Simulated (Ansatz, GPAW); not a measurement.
# A 9-layer slab of Rh(100): work function by functional and basis, part 2 of 3

Wanted: work functions and dipole of a 9-layer slab of Rh(100), with the cost of each level.

GPAW 26.7.0 and Ansatz 0.2.0; Ansatz plane waves; slab in vacuum with a dipole correction, relaxation (the session's first sound run).

So far, upper work function (eV): step 2 (relaxation) 5.08.

## (3) The slab's potential

With the geometry fixed, the planar mean of the potential gives the vacuum level on each side.

This step: GPAW, PAW setups; slab in vacuum (GPAW 26.7.0).

The input, run.py:

```python
import json
import numpy as np
from ase import Atoms
from gpaw import GPAW, PW

slab = Atoms(
    ['Rh', 'Rh', 'Rh', 'Rh', 'Rh', 'Rh', 'Rh', 'Rh', 'Rh'],
    positions=[
        [0.00000, 0.00000, 8.00000],
        [1.34350, 1.34350, 9.90000],
        [0.00000, 0.00000, 11.80000],
        [1.34350, 1.34350, 13.70000],
        [0.00000, 0.00000, 15.63060],
        [1.34350, 1.34350, 17.55314],
        [0.00000, 0.00000, 19.48963],
        [1.34350, 1.34350, 21.42461],
        [0.00000, 0.00000, 23.27746]],
    cell=[[2.68701, 0.0, 0.0], [0.0, 2.68701, 0.0], [0.0, 0.0, 31.2]],
    pbc=[True, True, False])

slab.calc = GPAW(mode=PW(400), xc='PBE', kpts={'size': (12, 12, 1), 'gamma': True},
                 occupations={'name': 'fermi-dirac', 'width': 0.1}, nbands='160%',
                 convergence={'density': 1e-05}, maxiter=200,
                 poissonsolver={'dipolelayer': 'xy'},
                 symmetry={'tolerance': 1e-3}, txt='slab.txt')
result = {}
energy = slab.get_potential_energy()
fermi = slab.calc.get_fermi_level()
v = slab.calc.get_electrostatic_potential().mean((0, 1)) - fermi
n = slab.calc.get_pseudo_density().mean((0, 1))
L = slab.cell[2, 2]
z = np.arange(len(v)) * L / len(v)
low, high = slab.positions[:, 2].min(), slab.positions[:, 2].max()
below, above = np.interp([low - 5.8, high + 5.8], z, v)
slopes = [np.interp(x, z, np.gradient(v, z)) for x in (low - 5.8, high + 5.8)]
eps = np.array([[slab.calc.get_eigenvalues(k, s) for k in range(len(slab.calc.get_ibz_k_points()))]
                for s in range(slab.calc.get_number_of_spins())]) - fermi
top, bottom = eps[eps < 0].max(), eps[eps > 0].min()
dipole = slab.get_dipole_moment()[2]
print(f'energy {energy:.4f} eV, Fermi level {fermi:.4f} eV, dipole {dipole:.5f} e A')
print(f'potential 5.8 A off the faces, from the Fermi level: lower {below:.4f} eV, upper {above:.4f} eV')
print(f'slope of the potential there: lower {slopes[0]:.5f}, upper {slopes[1]:.5f} eV/A')
print(f'nearest levels on the mesh: {top:.4f} and {bottom:.4f} eV')
print('magnetic moment', round(slab.get_magnetic_moment(), 3))
result.update(energy=energy, fermi=fermi, dipole=dipole, below=below, above=above, slopes=slopes, edges=[top, bottom],
              z=z.tolist(), v=v.tolist(), n=n.tolist(), positions=slab.positions.tolist(),
              forces=slab.get_forces(apply_constraint=False).tolist(), moments=slab.get_magnetic_moments().tolist())
json.dump(result, open('result.json', 'w'))
```

The run is started by

```console
$ OMP_NUM_THREADS=1 OPENBLAS_NUM_THREADS=1 python run.py
```

Output:

```text
energy -63.3469 eV, Fermi level 4.2171 eV, dipole -0.00035 e A
potential 5.8 A off the faces, from the Fermi level: lower 5.0513 eV, upper 5.0613 eV
slope of the potential there: lower -0.00005, upper 0.00010 eV/A
nearest levels on the mesh: -0.0095 and 0.0067 eV
magnetic moment 0.0
```

Wall time 30 min (1 thread of Arm Neoverse V1, shared host); peak memory 0.42 GiB.

Numbers from this step:

- dipole along the normal: -3.45e-4 e·Å
- levels nearest the Fermi level on the mesh: -0.009463, 0.006742 eV from the Fermi level
- upper work function: 5.061 eV
- lower work function: 5.051 eV

The electrostatic potential energy of an electron (without an applied field's), less the Fermi level, planar mean oscillates, so the rows of the table below give means over windows of 1.95 Å about each position, cut where the curve ends. Its maxima inside the range that stand out by 2 % of the span (Å: eV): 9.0: -2.90, 10.8: -3.14, 12.8: -3.17, 14.6: -2.79, 16.6: -2.83, 18.5: -2.67, 20.5: -2.71, 22.3: -3.48. Its minima: 8.0: -21.7, 9.9: -22.0, 11.8: -22.2, 13.7: -22.0, 15.6: -22.1, 17.6: -22.1, 19.5: -22.1, 21.4: -22.2, 23.3: -21.7.

Table of electrostatic potential energy of an electron (without an applied field's), less the Fermi level, planar mean by z; means over each step:

```
z (Å)  electrostatic potential energy of an electron (without an applied field's), less the Fermi level, planar mean (eV)
 0.97                                                                                                                5.05
 2.92                                                                                                                5.05
 4.87                                                                                                                5.01
 6.82                                                                                                              -0.775
 8.77                                                                                                               -11.8
10.72                                                                                                               -12.1
12.67                                                                                                               -12.1
14.62                                                                                                               -11.7
16.57                                                                                                               -11.8
18.52                                                                                                               -11.6
20.47                                                                                                               -11.7
22.42                                                                                                               -12.5
24.38                                                                                                               -1.76
26.32                                                                                                                5.01
28.27                                                                                                                5.06
30.22                                                                                                                5.06
```

The pseudo valence density, planar mean oscillates, so the rows of the table below give means over windows of 1.95 Å about each position, cut where the curve ends. Its maxima inside the range that stand out by 2 % of the span (Å: e/Å³): 8.0: 2.26, 10.0: 2.22, 11.7: 2.15, 13.7: 2.24, 15.6: 2.26, 17.6: 2.27, 19.5: 2.27, 21.4: 2.27, 23.2: 2.16. Its minima: 8.9: 0.424, 10.8: 0.417, 12.8: 0.417, 14.7: 0.404, 16.7: 0.413, 18.4: 0.408, 20.4: 0.407, 22.3: 0.446.

Table of pseudo valence density, planar mean by z; means over each step:

```csv
z (Å),"pseudo valence density, planar mean (e/Å³)"
2.92,9.8e-6
4.87,0.00145
6.82,0.324
8.77,1.11
10.72,1.12
12.67,1.12
14.62,1.09
16.57,1.10
18.52,1.08
20.47,1.08
22.42,1.17
24.38,0.399
26.32,0.00179
28.27,1.2e-5
```

Force by atom:

```csv
atom,x (eV/Å),y (eV/Å),z (eV/Å),size
Rh1,0.000,0.000,0.211,0.211
Rh2,0.000,0.000,-0.568,0.568
Rh3,0.000,0.000,-0.060,0.060
Rh4,0.000,0.000,0.327,0.327
Rh5,0.000,0.000,0.004,0.004
Rh6,0.000,0.000,0.003,0.003
Rh7,0.000,0.000,-0.010,0.010
Rh8,0.000,0.000,-0.009,0.009
Rh9,0.000,0.000,0.111,0.111
```

The potential is flat to 9.6e-5 eV/Å where it is read, so the vacuum is wide enough. The geometry is the other program's minimum; here the largest force on a free atom is 0.11 eV/Å.

## (4) Self-consistent run: xc = "revPBE"

The same geometry under revPBE, to see how far the functional moves the levels against the vacuum.

run.py, as its differences from that of step 3:

```diff
@@ -20,3 +20,3 @@
 
-slab.calc = GPAW(mode=PW(400), xc='PBE', kpts={'size': (12, 12, 1), 'gamma': True},
+slab.calc = GPAW(mode=PW(400), xc='revPBE', kpts={'size': (12, 12, 1), 'gamma': True},
                  occupations={'name': 'fermi-dirac', 'width': 0.1}, nbands='160%',
```

Output:

```text
energy -58.8583 eV, Fermi level 4.3141 eV, dipole -0.00039 e A
potential 5.8 A off the faces, from the Fermi level: lower 4.8982 eV, upper 4.9095 eV
slope of the potential there: lower -0.00008, upper 0.00014 eV/A
nearest levels on the mesh: -0.0106 and 0.0070 eV
magnetic moment 0.0
```

Elapsed: 28 min, on 1 thread; peak memory 0.43 GiB.

Numbers from this step:

```yaml
dipole_along_the_normal: -3.95e-4 e·Å
levels_nearest_the_fermi_level_on_the_mesh: -0.01058, 0.006993 eV from the Fermi level
upper_work_function: 4.909 eV
lower_work_function: 4.898 eV
```

The electrostatic potential energy of an electron (without an applied field's), less the Fermi level, planar mean oscillates, so the rows of the table below give means over windows of 1.95 Å about each position, cut where the curve ends. Its maxima inside the range that stand out by 2 % of the span (Å: eV): 9.0: -2.97, 10.8: -3.21, 12.8: -3.24, 14.6: -2.86, 16.6: -2.90, 18.5: -2.74, 20.5: -2.78, 22.3: -3.56. Its minima: 8.0: -21.7, 9.9: -22.1, 11.8: -22.2, 13.7: -22.0, 15.6: -22.1, 17.6: -22.2, 19.5: -22.1, 21.4: -22.2, 23.3: -21.8.

Table of electrostatic potential energy of an electron (without an applied field's), less the Fermi level, planar mean by z; means over each step:

z (Å), electrostatic potential energy of an electron (without an applied field's), less the Fermi level, planar mean (eV) and a bar from the least value:
```
     0.97        4.9 ##############################
     2.92        4.9 ##############################
     4.87        4.9 ##############################
     6.82       -0.9 ####################
     8.77      -11.8 #
    10.72      -12.2 #
    12.67      -12.2 #
    14.62      -11.7 #
    16.57      -11.8 #
    18.52      -11.7 #
    20.47      -11.7 #
    22.42      -12.5 
    24.38       -1.9 ##################
    26.32        4.9 ##############################
    28.27        4.9 ##############################
    30.22        4.9 ##############################
```

The pseudo valence density, planar mean oscillates, so the rows of the table below give means over windows of 1.95 Å about each position, cut where the curve ends. Its maxima inside the range that stand out by 2 % of the span (Å: e/Å³): 8.0: 2.26, 10.0: 2.22, 11.7: 2.16, 13.7: 2.24, 15.6: 2.26, 17.6: 2.27, 19.5: 2.27, 21.4: 2.27, 23.2: 2.16. Its minima: 8.9: 0.424, 10.8: 0.416, 12.8: 0.416, 14.7: 0.403, 16.7: 0.412, 18.4: 0.407, 20.4: 0.406, 22.3: 0.445.

The pseudo valence density, planar mean by z; means over each step:

```csv
z (Å),"pseudo valence density, planar mean (e/Å³)"
2.92,1.1e-5
4.87,0.00141
6.82,0.324
8.77,1.11
10.72,1.12
12.67,1.12
14.62,1.09
16.57,1.10
18.52,1.08
20.47,1.08
22.42,1.17
24.38,0.399
26.32,0.00174
28.27,1.3e-5
```

Force by atom:

```
atom  x (eV/Å)  y (eV/Å)  z (eV/Å)   size
 Rh1     0.000     0.000     0.025  0.025
 Rh2     0.000     0.000    -0.556  0.556
 Rh3     0.000     0.000    -0.063  0.063
 Rh4     0.000     0.000     0.332  0.332
 Rh5     0.000     0.000     0.001  0.001
 Rh6     0.000     0.000     0.005  0.005
 Rh7     0.000     0.000    -0.008  0.008
 Rh8     0.000     0.000    -0.037  0.037
 Rh9     0.000     0.000     0.304  0.304
```

The upper face's work function is 4.909 eV, against 5.061 eV in the first plane-wave PBE run at this geometry.

## (5) OptPBE vdW

The same geometry under optPBE-vdW, to see how far the functional moves the levels against the vacuum (the van der Waals functionals take revPBE setups).

run.py, as its differences from that of step 4:

```diff
@@ -20,3 +20,3 @@
 
-slab.calc = GPAW(mode=PW(400), xc='revPBE', kpts={'size': (12, 12, 1), 'gamma': True},
+slab.calc = GPAW(mode=PW(400), xc='optPBE-vdW', kpts={'size': (12, 12, 1), 'gamma': True},
                  occupations={'name': 'fermi-dirac', 'width': 0.1}, nbands='160%',
```

Output:

```text
LinAlgError: The leading minor of order 95 of B is not positive definite. The factorization of B could not be completed and no eigenvalues or eigenvectors were computed.
```

Wall time 97 s (1 thread); peak memory 0.56 GiB.

The run ended with an error.

The program's message: “LinAlgError: The leading minor of order 95 of B is not positive definite. The factorization of B could not be completed and no eigenvalues or eigenvectors were computed.”

## (6) Self-consistent run: xc = "vdW-DF2"

The same geometry under vdW-DF2, to see how far the functional moves the levels against the vacuum (the van der Waals functionals take revPBE setups).

run.py, as its differences from that of step 5:

```diff
@@ -20,3 +20,3 @@
 
-slab.calc = GPAW(mode=PW(400), xc='optPBE-vdW', kpts={'size': (12, 12, 1), 'gamma': True},
+slab.calc = GPAW(mode=PW(400), xc='vdW-DF2', kpts={'size': (12, 12, 1), 'gamma': True},
                  occupations={'name': 'fermi-dirac', 'width': 0.1}, nbands='160%',
```

Output:

```text
energy -854.6472 eV, Fermi level 4.1647 eV, dipole -0.00051 e A
potential 5.8 A off the faces, from the Fermi level: lower 5.3961 eV, upper 5.4101 eV
slope of the potential there: lower -0.00008, upper 0.00025 eV/A
nearest levels on the mesh: -0.0032 and 0.0062 eV
magnetic moment 0.0
```

It took 29 min on 1 thread; peak memory 0.58 GiB.

Numbers from this step:

- dipole along the normal: -5.12e-4 e·Å
- levels nearest the Fermi level on the mesh: -0.003156, 0.006248 eV from the Fermi level
- upper work function: 5.410 eV
- lower work function: 5.396 eV

The electrostatic potential energy of an electron (without an applied field's), less the Fermi level, planar mean oscillates, so the rows of the table below give means over windows of 1.95 Å about each position, cut where the curve ends. Its maxima inside the range that stand out by 2 % of the span (Å: eV): 9.0: -3.22, 10.8: -3.45, 12.8: -3.49, 14.6: -3.11, 16.6: -3.14, 18.5: -2.99, 20.5: -3.02, 22.3: -3.80. Its minima: 8.0: -21.7, 9.9: -22.1, 11.8: -22.2, 13.7: -22.0, 15.6: -22.1, 17.6: -22.1, 19.5: -22.1, 21.4: -22.2, 23.3: -21.7.

Table of electrostatic potential energy of an electron (without an applied field's), less the Fermi level, planar mean by z; means over each step:

| z (Å) | electrostatic potential energy of an electron (without an applied field's), less the Fermi level, planar mean (eV) |
| --- | --- |
| 0.97 | 5.40 |
| 2.92 | 5.40 |
| 4.87 | 5.34 |
| 6.82 | -0.667 |
| 8.77 | -11.9 |
| 10.72 | -12.3 |
| 12.67 | -12.3 |
| 14.62 | -11.9 |
| 16.57 | -12.0 |
| 18.52 | -11.8 |
| 20.47 | -11.8 |
| 22.42 | -12.6 |
| 24.38 | -1.67 |
| 26.32 | 5.34 |
| 28.27 | 5.41 |
| 30.22 | 5.41 |

The upper face's work function is 5.410 eV, against 5.061 eV in the first plane-wave PBE run at this geometry.

## (7) Self-consistent run: xc = "RPBE"

The same geometry under RPBE, to see how far the functional moves the levels against the vacuum.

run.py, as its differences from that of step 6:

```diff
@@ -20,3 +20,3 @@
 
-slab.calc = GPAW(mode=PW(400), xc='vdW-DF2', kpts={'size': (12, 12, 1), 'gamma': True},
+slab.calc = GPAW(mode=PW(400), xc='RPBE', kpts={'size': (12, 12, 1), 'gamma': True},
                  occupations={'name': 'fermi-dirac', 'width': 0.1}, nbands='160%',
```

Output:

```text
energy -57.6954 eV, Fermi level 4.3379 eV, dipole -0.00042 e A
potential 5.8 A off the faces, from the Fermi level: lower 4.8731 eV, upper 4.8850 eV
slope of the potential there: lower 0.00004, upper 0.00012 eV/A
nearest levels on the mesh: -0.0109 and 0.0072 eV
magnetic moment 0.0
```

Wall time 39 min (1 thread); peak memory 0.44 GiB.

Numbers from this step:

```yaml
dipole_along_the_normal: -4.23e-4 e·Å
levels_nearest_the_fermi_level_on_the_mesh: -0.01094, 0.007217 eV from the Fermi level
upper_work_function: 4.885 eV
lower_work_function: 4.873 eV
```

The upper face's work function is 4.885 eV, against 5.061 eV in the first plane-wave PBE run at this geometry.

## (8) Self-consistent run: xc = "LDA"

The same geometry under LDA, to see how far the functional moves the levels against the vacuum.

run.py, as its differences from that of step 7:

```diff
@@ -20,3 +20,3 @@
 
-slab.calc = GPAW(mode=PW(400), xc='RPBE', kpts={'size': (12, 12, 1), 'gamma': True},
+slab.calc = GPAW(mode=PW(400), xc='LDA', kpts={'size': (12, 12, 1), 'gamma': True},
                  occupations={'name': 'fermi-dirac', 'width': 0.1}, nbands='160%',
```

Output:

```text
energy -75.6097 eV, Fermi level 3.8839 eV, dipole -0.00028 e A
potential 5.8 A off the faces, from the Fermi level: lower 5.4300 eV, upper 5.4384 eV
slope of the potential there: lower 0.00001, upper 0.00005 eV/A
nearest levels on the mesh: -0.0010 and 0.0012 eV
magnetic moment 0.0
```

Elapsed: 29 min, on 1 thread; peak memory 0.44 GiB.

Numbers from this step:

```
dipole along the normal                    : -2.83e-4 e·Å
levels nearest the Fermi level on the mesh : -0.001041, 0.001157 eV from the Fermi level
upper work function                        : 5.438 eV
lower work function                        : 5.430 eV
```

The electrostatic potential energy of an electron (without an applied field's), less the Fermi level, planar mean oscillates, so the rows of the table below give means over windows of 1.95 Å about each position, cut where the curve ends. Its maxima inside the range that stand out by 2 % of the span (Å: eV): 9.0: -2.53, 10.8: -2.77, 12.8: -2.80, 14.6: -2.42, 16.6: -2.46, 18.5: -2.30, 20.5: -2.34, 22.3: -3.11. Its minima: 8.0: -21.5, 9.9: -21.8, 11.8: -22.0, 13.7: -21.8, 15.6: -21.8, 17.6: -21.9, 19.5: -21.9, 21.4: -21.9, 23.3: -21.5.

Table of electrostatic potential energy of an electron (without an applied field's), less the Fermi level, planar mean by z; means over each step:

z (Å), electrostatic potential energy of an electron (without an applied field's), less the Fermi level, planar mean (eV) and a bar from the least value:
```
     0.97        5.4 ##############################
     2.92        5.4 ##############################
     4.87        5.4 ##############################
     6.82       -0.4 ####################
     8.77      -11.5 #
    10.72      -11.8 #
    12.67      -11.8 #
    14.62      -11.4 #
    16.57      -11.5 #
    18.52      -11.3 #
    20.47      -11.4 #
    22.42      -12.2 
    24.38       -1.4 ##################
    26.32        5.4 ##############################
    28.27        5.4 ##############################
    30.22        5.4 ##############################
```

The upper face's work function is 5.438 eV, against 5.061 eV in the first plane-wave PBE run at this geometry.

## (9) All levels side by side

Times are for 1 thread of Arm Neoverse V1, shared host. The series side by side:

| no. | run | upper work function (eV) | lower work function (eV) | time | memory (GiB) |
| --- | --- | --- | --- | --- | --- |
| 1 | pw | 5.061 | 5.051 | 30 min | 0.42 |
| 2 | revPBE | 4.909 | 4.898 | 28 min | 0.43 |
| 3 | vdW DF2 | 5.410 | 5.396 | 29 min | 0.58 |
| 4 | RPBE | 4.885 | 4.873 | 39 min | 0.44 |
| 5 | LDA | 5.438 | 5.430 | 29 min | 0.44 |

## (10) Real-space grid

A real-space grid is a second complete basis, so it checks the plane-wave result.

run.py, as its differences from that of step 8:

```diff
@@ -3,3 +3,3 @@
 from ase import Atoms
-from gpaw import GPAW, PW
+from gpaw import GPAW
 
@@ -20,3 +20,3 @@
 
-slab.calc = GPAW(mode=PW(400), xc='LDA', kpts={'size': (12, 12, 1), 'gamma': True},
+slab.calc = GPAW(mode='fd', h=0.18, xc='PBE', kpts={'size': (12, 12, 1), 'gamma': True},
                  occupations={'name': 'fermi-dirac', 'width': 0.1}, nbands='160%',
```

Output:

```text

```

It took 2.1 h on 1 thread; peak memory 3.1 GiB.

The run was cut off at its time limit.

(Continued in part 3 of 3.)

[Logs are printed without paths, hosts, clocks, repeated set-up lines and the standing remarks that a program may print on its own settings, such as how far it seeks lower states.]

[Hosts, paths, dates, database ids (printed as entryN), source tags and the programs' standing remarks are cut or masked in the printed files.]
